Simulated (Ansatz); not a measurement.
# What Hf (model cell, started as body-centred cubic) distorts into

Which phase does Hf (model cell, started as body-centred cubic) fall into along its unstable mode, and how much energy does it gain?

Calculated with Ansatz 0.2.0; DFT LDA, scalar-relativistic, plane waves, PAW; PAW set soft_1.

Report form: the programs' logs are mostly left out.

This is not the structure that Hf takes at ambient pressure and room temperature (hexagonal, No. 194); it is a model or a phase of other conditions.

## Step 1: Starting point

Symmetry: Im-3m, No. 229, cubic system. The conventional cell has a = 3.442 Å, b = 3.442 Å, c = 3.442 Å, α = 90.00°, β = 90.00°, γ = 90.00°. Nearest to Hf lie 8 Hf at 2.98 Å.

Structure file:

```cif
data_structure
_symmetry_space_group_name_H-M 'P 1'
_symmetry_Int_Tables_number 1
_cell_length_a 2.9808
_cell_length_b 2.9808
_cell_length_c 2.9808
_cell_angle_alpha 109.471
_cell_angle_beta 109.471
_cell_angle_gamma 109.471
_cell_volume 20.39
loop_
_atom_site_label
_atom_site_type_symbol
_atom_site_fract_x
_atom_site_fract_y
_atom_site_fract_z
_atom_site_occupancy
Hf1 Hf 0.00000 0.00000 0.00000 1
```

## Step 2: Response at finite wavevector

The cell comes from relaxations at this level that are not shown. Stability and thermal properties need the whole zone. Linear response on a 4×4×4 q mesh gives force constants as far as a supercell of that size would.

Contents of input.yaml:

```yaml
crystal:
  lattice:
    - [-1.7209589871, 1.7209589871, 1.7209589871]
    - [1.7209589871, -1.7209589871, 1.7209589871]
    - [1.7209589871, 1.7209589871, -1.7209589871]
  atoms:
    - { symbol: Hf, position: [0.0, 0.0, 0.0] }
kpoints:
  mp_grid: { grid: [16, 16, 16] }
hamiltonian:
  xc: lda
  pseudopotentials: { kind: paw, azcp: { folder: soft_1 }, xc_functional: pbe }
scf:
  occupations: { method: methfessel_paxton, width: 0.2 }
output:
  eigenvalues: true
phonons:
  method: dfpt
  qmesh: [4, 4, 4]
  temperatures: { t_max: 1000, t_step: 50 }
  qpath:
    path:
      - [[0.0, 0.0, 0.0], [0.5, -0.5, 0.5], [0.0, 0.0, 0.5], [0.0, 0.0, 0.0], [0.25, 0.25, 0.25], [0.5, -0.5, 0.5]]
      - [[0.25, 0.25, 0.25], [0.0, 0.0, 0.5]]
    npoints: 10
```

Run with:

```bash
> ansatz run input.yaml --threads 4 --pin off --max-ram 16384MiB --backend cpu --events-out ev --progress --plain --runs-dir out
```

The job ended after 2.8 min (4 threads of Intel Xeon Platinum 8259CL at 2.50GHz (Skylake/Cascade Lake), shared host; peak memory 3.8 GiB; 10 min of CPU time).

This step gave:

```
volume per atom                                         : 20.39 Å³
gap on the k-mesh                                       : 0 eV
sum-rule residual before enforcement                    : 3.78e-6 eV/Å²
lowest frequency on the path                            : -83.18 cm⁻¹
highest frequency on the path or at a solved wavevector : 140.3 cm⁻¹
lowest mode on the q mesh (acoustic modes at Γ apart)   : -83 cm⁻¹
```

Frequencies (cm⁻¹) solved at each irreducible wavevector; negative means imaginary. Frequencies by wavevector, by row:

| q in reciprocal lattice units | star | mode 1 | mode 2 | mode 3 |
| --- | --- | --- | --- | --- |
| 0 0 0 | 1 | 0 | 0 | 0 |
| 0 0 0.25 | 12 | -42.4 | 54.6 | 96.2 |
| 0 0 -0.5 | 6 | -83 | 86.4 | 93.1 |
| 0 0.25 0.25 | 24 | -51.8 | 59.2 | 111.9 |
| 0.25 0.25 0.25 | 2 | -9.5 | -9.5 | -9.5 |
| 0.25 0.25 -0.25 | 6 | 74.4 | 90 | 90 |
| 0.25 -0.5 -0.5 | 12 | 97.4 | 117.4 | 120.5 |
| -0.5 -0.5 -0.5 | 1 | 140.3 | 140.3 | 140.3 |

Interpolated from a 4×4×4 q mesh. The phonon branches at the labelled points (cm⁻¹):

| point | branch 1 | branch 2 | branch 3 |
| --- | --- | --- | --- |
| Γ | 0 | 0 | 0 |
| halfway | 74 | 90 | 90 |
| H | 140 | 140 | 140 |
| halfway | 97 | 117 | 120 |
| N | -83 | 86 | 93 |
| halfway | -42 | 55 | 96 |
| Γ | 0 | 0 | 0 |
| halfway | -40 | -40 | 120 |
| P | -10 | -10 | -10 |
| halfway | 76 | 110 | 110 |
| H | 140 | 140 | 140 |
| jump to P | -10 | -10 | -10 |
| halfway | -80 | 68 | 89 |
| N | -83 | 86 | 93 |

Symmetry leaves 8 wavevectors to solve. The lowest mode among them, the acoustic zeros apart, lies at q = (0, 0, -0.5) and is imaginary, 83.0i cm⁻¹, so the energy falls along it.

## Step 3: The mode frozen in, largest atomic shift 0 Å

The mode followed lies at q = (0, 0, -0.5) with frequency 83.0i cm⁻¹, the softest among the wavevectors solved. At small amplitude the distorted cell has space group no. 63 by a symmetry search on the positions. The undistorted cell that holds it gives the zero of energy on the same k mesh.

System of this step: Hf (model cell, started as body-centred cubic). Symmetry: Im-3m, No. 229, cubic system. Conventional cell: a = 3.442 Å, b = 3.442 Å, c = 3.442 Å, α = 90.00°, β = 90.00°, γ = 90.00°. Nearest to Hf lie 8 Hf at 2.98 Å.

input.yaml, the sections that differ from step 2:

```yaml
crystal:
  lattice:
    - [-1.7209589871, 1.7209589871, 1.7209589871]
    - [1.7209589871, -1.7209589871, 1.7209589871]
    - [3.4419179742, 3.4419179742, 0.0]
  atoms:
    - { symbol: Hf, position: [0.0, 0.0, 0.0] }
    - { symbol: Hf, position: [0.5, 0.5, 0.5] }
kpoints:
  mp_grid: { grid: [14, 14, 10] }
output:
  forces: true
  stress: true
  eigenvalues: true
# hamiltonian, scf: as in step 2
# phonons: removed
```

Run time: 6.7 s. Hardware: 4 threads; peak memory 0.64 GiB; 25 s of CPU time.

Numbers from this step:

```
pressure                         : 0.02694 GPa
energy from the undistorted cell : 0 meV/atom
```

The run ends at a pressure of 0.03 GPa.

## Step 4: The mode frozen in, largest atomic shift 0.32 Å

The atoms are moved along the unstable eigenvector, the largest shift by 0.32 Å, with the cell fixed.

Changes to input.yaml since step 3:

```diff
@@ -6,4 +6,4 @@
   atoms:
-    - { symbol: Hf, position: [0.0, 0.0, 0.0] }
-    - { symbol: Hf, position: [0.5, 0.5, 0.5] }
+    - { symbol: Hf, position: [-0.0657407212, 0.0657407212, 0.0] }
+    - { symbol: Hf, position: [0.5657407212, 0.4342592788, 0.5] }
 kpoints:
```

The job ended after 7.9 s (4 threads; peak memory 0.65 GiB).

Numbers from this step:

| Property | Result |
| --- | --- |
| pressure | 1.876 GPa |
| energy from the undistorted cell | -68.20 meV/atom |

The energy, extrapolated to zero smearing, is -68.20 meV/atom against the undistorted cell.

The run ends at a pressure of 1.88 GPa, with forces up to 0.16 eV/Å.

## Step 5: Energy along the mode, all amplitudes (two of the runs are shown above)

An imaginary frequency means negative curvature, so the energy should fall and then rise again as anharmonic terms take over.

Numbers from this step:

* depth at the lowest point sampled: 68.20 meV/atom
* largest atomic shift at that point: 0.32 Å

Energy from the parent against largest atomic shift:

| largest atomic shift (Å) | energy from the parent (meV/atom) |
| --- | --- |
| 0.000 | 0 |
| 0.040 | -3.25 |
| 0.080 | -12.4 |
| 0.140 | -34.4 |
| 0.220 | -62.1 |
| 0.320 | -68.2 |
| 0.450 | -3.75 |
| 0.600 | 164 |

Displacement at unit largest shift by atom:

| atom | x (Å) | y (Å) | z (Å) | size |
| --- | --- | --- | --- | --- |
| Hf1 | 0.707 | -0.707 | 0.000 | 1.000 |
| Hf2 | -0.707 | 0.707 | 0.000 | 1.000 |

The lowest of the steps tried is at 0.32 Å, 68.2 meV/atom below the parent; the bottom of the well need not coincide with a step.

## Step 6: Relaxation from the frozen mode

Starting from the lowest point found, all atoms and the cell are let go, so that strain and other modes of the same symmetry can join in.

Changes to input.yaml since step 4:

```diff
@@ -19 +19,6 @@
   eigenvalues: true
+relax:
+  adjacent_minimum: "off"
+  f_tol: 0.002
+  max_steps: 120
+  cell: { stress_tol: 0.03 }
```

Elapsed: 56 s, on 4 threads; peak memory 0.71 GiB.

The steps of the relaxation:

| step | energy less that of the first step (eV) | largest force component (eV/Å) | pressure (GPa) | volume (Å³) |
| --- | --- | --- | --- | --- |
| 1 | 0.0000 | 0.1151 | 1.88 | 40.78 |
| 2 | -0.0550 | 0.1507 | -1.10 | 41.81 |
| 3 | -0.0869 | 0.0660 | 0.15 | 41.58 |
| 4 | -0.1394 | 0.0080 | 0.84 | 41.44 |
| 5 | -0.1521 | 0.0005 | 0.04 | 41.63 |
| 6 | -0.1522 | 0.0002 | 0.00 | 41.64 |
| 7* | -0.1531 | 0.0002 | 0.03 | 41.64 |
| 8 | -0.1531 | 0.0000 | 0.00 | 41.65 |
| 9* | -0.1531 | 0.0000 | 0.00 | 41.65 |

Relaxation steps marked * repeat the geometry before them on a plane-wave basis chosen anew for their cell, so energy and pressure can jump there.

The run keeps the 8 symmetry operations that it works with, so distortions that break them were not tested.

| cell as run | before | after | change |
| --- | --- | --- | --- |
| a (Å) | 2.981 | 3.120 | +4.7 % |
| b (Å) | 2.981 | 3.120 | +4.7 % |
| c (Å) | 4.868 | 4.942 | +1.5 % |
| γ (°) | 109.47 | 120.00 | +9.6 % |
| volume (Å³/atom) | 20.39 | 20.83 | +2.2 % |

The atoms that moved most (Å, as changes of fractional coordinates times the final cell):

| atom | dx | dy | dz | length |
| --- | --- | --- | --- | --- |
| Hf1 | 0.067 | -0.067 | 0.000 | 0.095 |
| Hf2 | -0.067 | 0.067 | 0.000 | 0.095 |

Final coordinates:

```cif
data_structure
_symmetry_space_group_name_H-M 'P 1'
_symmetry_Int_Tables_number 1
_cell_length_a 3.1197
_cell_length_b 3.1197
_cell_length_c 4.9420
_cell_angle_alpha 90.000
_cell_angle_beta 90.000
_cell_angle_gamma 119.999
_cell_volume 41.65
loop_
_atom_site_label
_atom_site_type_symbol
_atom_site_fract_x
_atom_site_fract_y
_atom_site_fract_z
_atom_site_occupancy
Hf1 Hf 0.91667 0.08333 0.00000 1
Hf2 Hf 0.58333 0.41667 0.50000 1
```

Numbers from this step:

* pressure: -0.003525 GPa
* volume per atom: 20.83 Å³

The distorted start has space group Cmcm; the relaxation ends in P6_3/mmc.

## Step 7: The new phase in its own primitive cell

The relaxed structure is symmetrised, reduced to its primitive cell and relaxed tightly, as its phonons need.

input.yaml, the sections that differ from step 6:

```yaml
crystal:
  lattice:
    - [3.1197190158, 0.0, 0.0]
    - [-1.5598595079, 2.7017559203, 0.0]
    - [0.0, 0.0, 4.9419588119]
  atoms:
    - { symbol: Hf, position: [0.6666666667, 0.3333333333, 0.75] }
    - { symbol: Hf, position: [0.3333333333, 0.6666666667, 0.25] }
kpoints:
  mp_grid: { grid: [15, 15, 8] }
relax:
  adjacent_minimum: "off"
  f_tol: 0.001
  max_steps: 60
  cell: { stress_tol: 0.01 }
# hamiltonian, scf, output: as in step 6
```

Run time: 8.3 s. Hardware: 4 threads; peak memory 0.52 GiB.

Little changed from the start: no atom moved by 0.005 Å and no cell edge by 0.1 %.

Numbers from this step:

```
pressure : 0.001422 GPa
```

The forces vanish by symmetry and the pressure is 0.001 GPa, within the tolerances set. The cell now holds 20.83 Å³/atom.

## Step 8: Modes of the new phase, k-mesh 15×15×8

A relaxed structure may still be a saddle point, so its zone-centre modes are computed. No field response is asked, since the mesh shows no gap.

input.yaml, the sections that differ from step 7:

```yaml
crystal:
  lattice:
    - [3.1205888474, 0.0, 0.0]
    - [-1.5602944237, 2.7025092166, 0.0]
    - [0.0, 0.0, 4.9394538933]
  atoms:
    - { symbol: Hf, position: [0.6666666667, 0.3333333333, 0.75] }
    - { symbol: Hf, position: [0.3333333333, 0.6666666667, 0.25] }
output:
  eigenvalues: true
phonons:
  method: dfpt
# kpoints, hamiltonian, scf: as in step 7
# relax: removed
```

Elapsed: 31 s, on 4 threads; peak memory 1.5 GiB; 1.9 min of CPU time.

This step gave:

```
sum-rule residual before enforcement                    : 3.05e-5 eV/Å²
point group                                             : 6/mmm
highest optical mode at the zone centre (no LO-TO term) : 113.0 cm⁻¹
lowest optical zone-centre mode                         : 72.94 cm⁻¹
```

Patterns of degenerate modes are one choice out of their space. Modes at Γ:

| mode | frequency (cm⁻¹) | symmetry |
| --- | --- | --- |
| 1 | 0.0 | acoustic |
| 2 | 0.0 | acoustic |
| 3 | 0.0 | acoustic |
| 4 | 72.9 | E2g |
| 5 | 72.9 | E2g |
| 6 | 113.0 | B1g |

Displacements in mode 5 (72.9 cm⁻¹), the largest set to 1:
```
Hf1  0.00 -1.00  0.00
Hf2  0.00  1.00  0.00
```

Displacements in mode 6 (113.0 cm⁻¹), the largest set to 1:
```
Hf1  0.00  0.00 -1.00
Hf2  0.00  0.00  1.00
```

Before it was imposed, the acoustic sum rule was missed by 3.1e-5 eV/Å². Small misses are needed for a sound result but don't prove that mesh and cutoff are converged. The lowest optical mode is real, 72.9 cm⁻¹.

## Step 9: Results

* unstable mode of the parent: q = (0, 0, -0.5), 83i cm⁻¹
* depth at the lowest point sampled: 68.2 meV/atom
* largest atomic shift at that point: 0.32 Å
* space group reached (within 0.01 Å): P6_3/mmc
* energy gained over the parent (first relaxation, on the mesh of the frozen mode): 145 meV/atom
* volume per atom, phase reached: 20.8 Å³
* lowest optical zone-centre mode, phase reached: 72.9 cm⁻¹
* highest optical mode at the zone centre (no LO-TO term), phase reached: 113 cm⁻¹

In words: Along this mode the structure falls into P6_3/mmc, 145 meV/atom below the parent. At the parent's cell the well is 68.20 meV/atom deep on the steps tried, with its lowest point at a shift of 0.32 Å. Relaxing atoms and cell changes the gain by +76.71 meV/atom against the lowest step (energies at zero smearing). The new phase has no imaginary mode at the zone centre of its cell; other wavevectors were not checked. Of the 2 patterns followed to their end from this parent, this one reaches the lowest energy. Each path keeps the symmetry of its pattern, so a lower phase may lie along a pattern not tried. With no gap, or one that is small against the smearing, the frequencies hang on the k mesh and the smearing, most of all near Kohn anomalies. Spin-orbit coupling is left out, which can matter for the heavy elements here. The PAW files were made for PBE and serve the other functionals too. The starting cell was built on a prototype and not taken from a measurement, so the phase need not exist.

[Logs are printed without paths, hosts, clocks, repeated set-up lines and the standing remarks that a program may print on its own settings, such as how far it seeks lower states.]

[Hosts, paths, dates, database ids (printed as entryN), source tags and the programs' standing remarks are cut or masked in the printed files.]
